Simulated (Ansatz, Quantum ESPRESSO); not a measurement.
# Mode couplings of In (I4/mmm) in a second program

Aim: mode couplings and λ of In (I4/mmm) by double-delta sums in Quantum ESPRESSO. The first relaxation steps of the session are not shown, so no cell shown is the starting entry, unless a step says so.

Method: DFT PBE, scalar-relativistic, plane waves, PAW, in the first sound run; inputs show where later runs differ, in Ansatz 0.2.0 and Quantum ESPRESSO 7.5.

### Step 1. The cell after earlier relaxation steps

The structure is tetragonal, space group I4/mmm (No. 139). Conventional cell: a = 3.297 Å, b = 3.297 Å, c = 5.072 Å, α = 90.00°, β = 90.00°, γ = 90.00°. In has 12 In at 3.30 to 3.44 Å nearest.

### Step 2. Relaxing tightly for phonons

Residual forces and stress shift phonon frequencies, so the cell is relaxed again, with tight thresholds and the mesh and smearing of this input. Earlier relaxation steps are not shown.

Input file input.yaml:

```yaml
crystal:
  lattice:
    - [-1.6483088458, 1.6483088458, 2.5360313698]
    - [1.6483088458, -1.6483088458, 2.5360313698]
    - [1.6483088458, 1.6483088458, -2.5360313698]
  atoms:
    - { symbol: In, position: [0.0, 0.0, 0.0] }
kpoints:
  mp_grid: { grid: [12, 12, 12] }
hamiltonian:
  xc: pbe
scf:
  occupations: { method: methfessel_paxton, width: 0.2 }
output:
  forces: true
  stress: true
  eigenvalues: true
relax:
  adjacent_minimum: "off"
  f_tol: 0.001
  max_steps: 60
  cell: { stress_tol: 0.01 }
```

Command:

```
$ ansatz run input.yaml --threads 4 --pin off --max-ram 8192MiB --backend cpu --events-out ev --progress --plain --runs-dir out
```

Numbers of over 12 decimals in the logs are rounded to 6 here.

The log of the run:

```text
[the first part of the log is left out]
  E_local      = -1106.564992  (includes V_loc(G=0)·N_el)
  E_nonlocal   = 366.018923
  E_hartree    = 433.127572
  E_xc         = -215.816386
  E_vxc        = -99.712719  (∫ρ·V_xc dr)
  E_paw        = -4151.977844  (= ΣΔE_a)
  E_vpaw       = -298.701648  (= ΣTr[D̂ρ^β])
  E_aug_tail   = 0.000026  (compensation charges beyond the density's cutoff)
  E_ewald      = -1163.461415
  E_smearing   = 0.000913  (= −TS)
  E_closure    = 0.000000  (closes the sum)
  Σ components = -5597.845244   (vs F -5597.845244, Δ=0.00e0)
--- Forces (eV/Å), atoms counted from 1 ---
  atom   1  In     0.00000000     0.00000000     0.00000000
  max |Σ_I F_I| component: 9.24e-32 eV/Å
--- Stress (GPa, compression-positive) ---
        0.001313       0.000000       0.000000
        0.000000       0.001313       0.000000
        0.000000      -0.000000       0.000830
  P = ⅓ Tr σ = 0.0012 GPa (0.012 kbar)
--- Band table (eV; the first three rows and the last of 163) ---
  k-point 0: bands = ["-5.1106", "-4.9955", "-4.9955", "-4.9439", "-4.8349", "0.3561", "19.6358", "19.6358", "19.7980", "21.0358", "23.0515"]
  k-point 1: bands = ["-5.0831", "-5.0095", "-4.9809", "-4.9363", "-4.8463", "0.5623", "18.4827", "18.7014", "18.8970", "20.1225", "24.1925"]
  k-point 2: bands = ["-5.0476", "-5.0064", "-4.9401", "-4.9332", "-4.8641", "1.1856", "16.6983", "16.9978", "17.4737", "18.8949", "21.5458"]
  k-point 162: bands = ["-5.2530", "-5.1346", "-4.7517", "-4.7274", "-4.7274", "6.4085", "6.9885", "14.2900", "14.2900", "17.6091", "17.6426"]
--- Relaxed structure (4 steps of the walk, 4 accepted, 1 SCFs on fresh bases) ---
  F+E_penalty+E_count = -5597.84524400 eV   max|allowed force component| = 0.000e0 eV/Å   (the final SCF, on the basis selected at the relaxed cell)
  cell:  # Å, volume = 27.5446 Å³
    - [-1.645629, 1.645629, 2.542805]
    - [1.645629, -1.645629, 2.542805]
    - [1.645629, 1.645629, -2.542805]
  atoms:
    - { symbol: In, position: [0.0, 0.0, 0.0] }
```

It took 4.3 s on 4 threads of Arm Neoverse V1, shared host; peak memory 0.36 GiB; 16 s of CPU time.

Relaxation path:

| step | energy less that of the first step (eV) | largest force component (eV/Å) | pressure (GPa) | volume (Å³) |
| --- | --- | --- | --- | --- |
| 1 | 0.0000 | 0.0000 | -0.03 | 27.56 |
| 2 | 0.0000 | 0.0000 | 0.00 | 27.54 |
| 3 | 0.0000 | 0.0000 | -0.01 | 27.55 |
| 4 | 0.0000 | 0.0000 | 0.00 | 27.54 |
| 5 | 0.0000 | 0.0000 | 0.00 | 27.54 |

The log counts 1 steps on a newly chosen plane-wave basis, not all of them marked here; energy and pressure can jump at such steps.

| conventional cell, symmetrised | before | after | change |
| --- | --- | --- | --- |
| a (Å) | 3.297 | 3.291 | -0.2 % |
| b (Å) | 3.297 | 3.291 | -0.2 % |
| c (Å) | 5.072 | 5.086 | +0.3 % |
| volume (Å³/atom) | 27.56 | 27.54 | -0.1 % |

The relaxed structure:

```xyz
1
Lattice="-1.6456 1.6456 2.5428 1.6456 -1.6456 2.5428 1.6456 1.6456 -2.5428" Properties=species:S:1:pos:R:3 pbc="T T T"
In    0.0000    0.0000    0.0000
```

Numbers from this step:

```yaml
pressure: 0.001152 GPa
volume_per_atom: 27.54 Å³
metallic_on_mesh: yes
gap_on_the_k_mesh: 0 eV
```

The largest force is now zero by symmetry and the largest stress component 0.0013 GPa.

### Step 3. Ground state with pw.x

ph.x needs a tightly converged ground state on the same k mesh; the cell is that of the step before.

This step: DFT PBE, scalar-relativistic, plane waves, GBRV ultrasoft pseudopotentials (Quantum ESPRESSO 7.5).

Input file pw.in:

```
&CONTROL
  calculation = 'scf'
  prefix      = 'x'
  outdir      = './tmp'
  pseudo_dir  = './pseudo'
  tprnfor     = .true.
  tstress     = .true.
/
&SYSTEM
  ibrav       = 0
  nat         = 1
  ntyp        = 1
  ecutwfc     = 45.0
  ecutrho     = 360.0
  occupations = 'smearing'
  smearing    = 'fd'
  degauss     = 0.00734986
  nbnd        = 14
/
&ELECTRONS
  conv_thr    = 1.0d-11
  mixing_beta = 0.5
/
ATOMIC_SPECIES
 In    114.8180  In.upf
CELL_PARAMETERS angstrom
    -1.645628898    1.645628898    2.542804669
     1.645628898   -1.645628898    2.542804669
     1.645628898    1.645628898   -2.542804669
ATOMIC_POSITIONS crystal
 In     0.000000000   0.000000000   0.000000000
K_POINTS automatic
 12 12 12 0 0 0
```

Command:

```
$ OMP_NUM_THREADS=1 mpirun -n 4 pw.x -nk 4 -in pw.in > pw.x.log
```

The log of the run:

```text
Program PWSCF v.7.5

     This program is part of the open-source Quantum ESPRESSO suite
     for quantum simulation of materials; please cite
         "P. Giannozzi et al., J. Phys.:Condens. Matter 21 395502 (2009);
         "P. Giannozzi et al., J. Phys.:Condens. Matter 29 465901 (2017);
         "P. Giannozzi et al., J. Chem. Phys. 152 154105 (2020);
     in publications or presentations arising from this work. More details at

     Message from routine setup:
     using ibrav=0 with symmetry is DISCOURAGED, use correct ibrav instead

     G-vector sticks info
     --------------------
     sticks:   dense  smooth     PW     G-vecs:    dense   smooth      PW
     Sum        1207     599    231                21413     7585    1801

     Using Slab Decomposition

     bravais-lattice index     =            0
     lattice parameter (alat)  =       6.5140  a.u.
     unit-cell volume          =     185.8803 (a.u.)^3
     number of atoms/cell      =            1
     number of atomic types    =            1
     number of electrons       =        13.00
     number of Kohn-Sham states=           14
     kinetic-energy cutoff     =      45.0000  Ry
     charge density cutoff     =     360.0000  Ry
     scf convergence threshold =      1.0E-11
     mixing beta               =       0.5000
     number of iterations used =            8  plain     mixing
     Exchange-correlation=  SLA  PW   PBX  PBC
                           (   1   4   3   4   0   0   0)

     celldm(1)=   6.513951  celldm(2)=   0.000000  celldm(3)=   0.000000
     celldm(4)=   0.000000  celldm(5)=   0.000000  celldm(6)=   0.000000

     crystal axes: (cart. coord. in units of alat)
               a(1) = (  -0.477404   0.477404   0.737679 )
               a(2) = (   0.477404  -0.477404   0.737679 )
               a(3) = (   0.477404   0.477404  -0.737679 )

     reciprocal axes: (cart. coord. in units 2 pi/alat)
               b(1) = (  0.000000  1.047330  0.677802 )
               b(2) = (  1.047330  0.000000  0.677802 )
               b(3) = (  1.047330  1.047330  0.000000 )

     PseudoPot. # 1 for In read from file:
     ./pseudo/In.upf
     Pseudo is Ultrasoft + core correction, Zval = 13.0
     Using radial grid of  889 points,  6 beta functions with:
                l(1) =   0
                l(2) =   0
                l(3) =   1
                l(4) =   1
                l(5) =   2
                l(6) =   2
     Q(r) pseudized with  6 coefficients,  rinner =    1.400   1.400   1.400
                                                       1.400   1.400

     atomic species   valence    mass     pseudopotential
     In               13.00   114.81800     In( 1.00)

     16 Sym. Ops., with inversion, found

   Cartesian axes

     site n.     atom                  positions (alat units)
         1        In     tau(   1) = (   0.0000000   0.0000000   0.0000000  )

     number of k points=   163  Fermi-Dirac smearing, width (Ry)=  0.0073

     Number of k-points >= 100: set verbosity='high' to print them.

     Dense  grid:    21413 G-vectors     FFT dimensions: (  40,  40,  40)

     Smooth grid:     7585 G-vectors     FFT dimensions: (  27,  27,  27)

     Initial potential from superposition of free atoms

     starting charge      11.5000, renormalised to      13.0000
     Starting wfcs are    9 randomized atomic wfcs +    5 random wfcs

     per-process dynamical memory:    25.0 Mb

     Self-consistent Calculation

     iteration #  1     ecut=    45.00 Ry     beta= 0.50
     Davidson diagonalization with overlap
     ethr =  1.00E-02,  avg # of iterations =  6.1

     total energy              =    -131.99485007 Ry
     estimated scf accuracy    <       4.35536613 Ry

     iteration #  2     ecut=    45.00 Ry     beta= 0.50
     Davidson diagonalization with overlap
     ethr =  1.00E-02,  avg # of iterations =  2.6

     total energy              =    -133.44507248 Ry
     estimated scf accuracy    <       0.24437047 Ry

     iteration #  3     ecut=    45.00 Ry     beta= 0.50
     Davidson diagonalization with overlap
     ethr =  1.88E-03,  avg # of iterations =  2.5

     total energy              =    -133.47645020 Ry
     estimated scf accuracy    <       0.00916719 Ry

     iteration #  4     ecut=    45.00 Ry     beta= 0.50
     Davidson diagonalization with overlap
     ethr =  7.05E-05,  avg # of iterations =  4.9

     total energy              =    -133.47856929 Ry
     estimated scf accuracy    <       0.00132394 Ry

     iteration #  5     ecut=    45.00 Ry     beta= 0.50
     Davidson diagonalization with overlap
     ethr =  1.02E-05,  avg # of iterations =  3.5

     total energy              =    -133.47890632 Ry
     estimated scf accuracy    <       0.00001094 Ry

     iteration #  6     ecut=    45.00 Ry     beta= 0.50
     Davidson diagonalization with overlap
     ethr =  8.41E-08,  avg # of iterations =  2.4

     total energy              =    -133.47890971 Ry
     estimated scf accuracy    <       0.00000022 Ry

     iteration #  7     ecut=    45.00 Ry     beta= 0.50
     Davidson diagonalization with overlap
     ethr =  1.71E-09,  avg # of iterations =  2.7

     total energy              =    -133.47890980 Ry
     estimated scf accuracy    <       0.00000001 Ry

     iteration #  8     ecut=    45.00 Ry     beta= 0.50
     Davidson diagonalization with overlap
     ethr =  8.78E-11,  avg # of iterations =  1.9

     total energy              =    -133.47890981 Ry
     estimated scf accuracy    <          1.7E-09 Ry

     iteration #  9     ecut=    45.00 Ry     beta= 0.50
     Davidson diagonalization with overlap
     ethr =  1.31E-11,  avg # of iterations =  2.0

     End of self-consistent calculation

     Number of k-points >= 100: set verbosity='high' to print the bands.

     the Fermi energy is     9.5387 ev

!    total energy              =    -133.47890981 Ry
     estimated scf accuracy    <          7.3E-12 Ry
     smearing contrib. (-TS)   =      -0.00111046 Ry
     internal energy E=F+TS    =    -133.47779934 Ry

     The total energy is F=E-TS. E is the sum of the following terms:
     one-electron contribution =     -41.74420977 Ry
     hartree contribution      =      31.53413192 Ry
     xc contribution           =     -37.75488474 Ry
     ewald contribution        =     -85.51283676 Ry

     convergence has been achieved in   9 iterations

     Forces acting on atoms (cartesian axes, Ry/au):

     atom    1 type  1   force =     0.00000000    0.00000000    0.00000000

     Total force =     0.000000     Total SCF correction =     0.000000

     Computing stress (Cartesian axis) and pressure

          total   stress  (Ry/bohr**3)                   (kbar)     P=       -9.19
  -0.00006285   0.00000000   0.00000000           -9.25        0.00        0.00
   0.00000000  -0.00006285   0.00000000            0.00       -9.25        0.00
   0.00000000   0.00000000  -0.00006166            0.00        0.00       -9.07

     Writing all to output data dir ./tmp/x.save/ :
     XML data file, charge density, pseudopotentials, collected wavefunctions

   JOB DONE.
```

Wall time 12 s (4 MPI ranks).

Numbers from this step:

| Property | Result |
| --- | --- |
| pressure | -0.919 GPa |

With these potentials, mesh and smearing the cell is at -0.92 GPa.

(Continued in part 2 of 4.)

[Logs are printed without paths, hosts, clocks, repeated set-up lines and the standing remarks that a program may print on its own settings, such as how far it seeks lower states.]

[Hosts, paths, dates, database ids (printed as entryN), source tags and the programs' standing remarks are cut or masked in the printed files.]
